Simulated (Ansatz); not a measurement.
# Al(111) / 5.25 Å vacuum / Al(111): a missing point of the current-voltage curve

Four biases are known. What current density flows at 1.5 V?

How it was computed: Ansatz 0.2.0, plane waves with PAW datasets, PBE; a slab with two metal leads whose outer parts are reservoirs, with density and current solved under bias (Landauer, 300 K). Both electrodes are alike, so the curve is odd in V.

The runs, with one result withheld:

| bias (V) | drop between the leads' cuts (V) | current density (A/m²) |
| --- | --- | --- |
| 0.3 | 0.290 | 1.53×10¹³ |
| 0.6 | 0.582 | 3.14×10¹³ |
| 1 | 0.971 | 5.28×10¹³ |
| 1.5 | 1.46 | ? |
| 2 | 1.95 | 1.06×10¹⁴ |

Worked fit:

An odd curve starts as J = aV + bV³. Least squares on the four rows gives a = 5.25×10¹³ A/(m² V) and b = 1.28×10¹¹ A/(m² V³), so at 1.5 V: 5.25×10¹³ × 1.5 + 1.28×10¹¹ × 3.375. Predicted: 7.91×10¹³ A/m².

What the run gave:

7.96×10¹³ A/m², so the prediction is 0.56 % too low. The fit misses the rows shown by up to 2.9 %, and the cubic term makes 0.97 % of the current at 2 V, too little against the scatter to be read.

Caveats: On every other k-point the currents of these runs, at any bias, move by up to 2.3 %. Atoms are frozen on ideal sites at every bias.
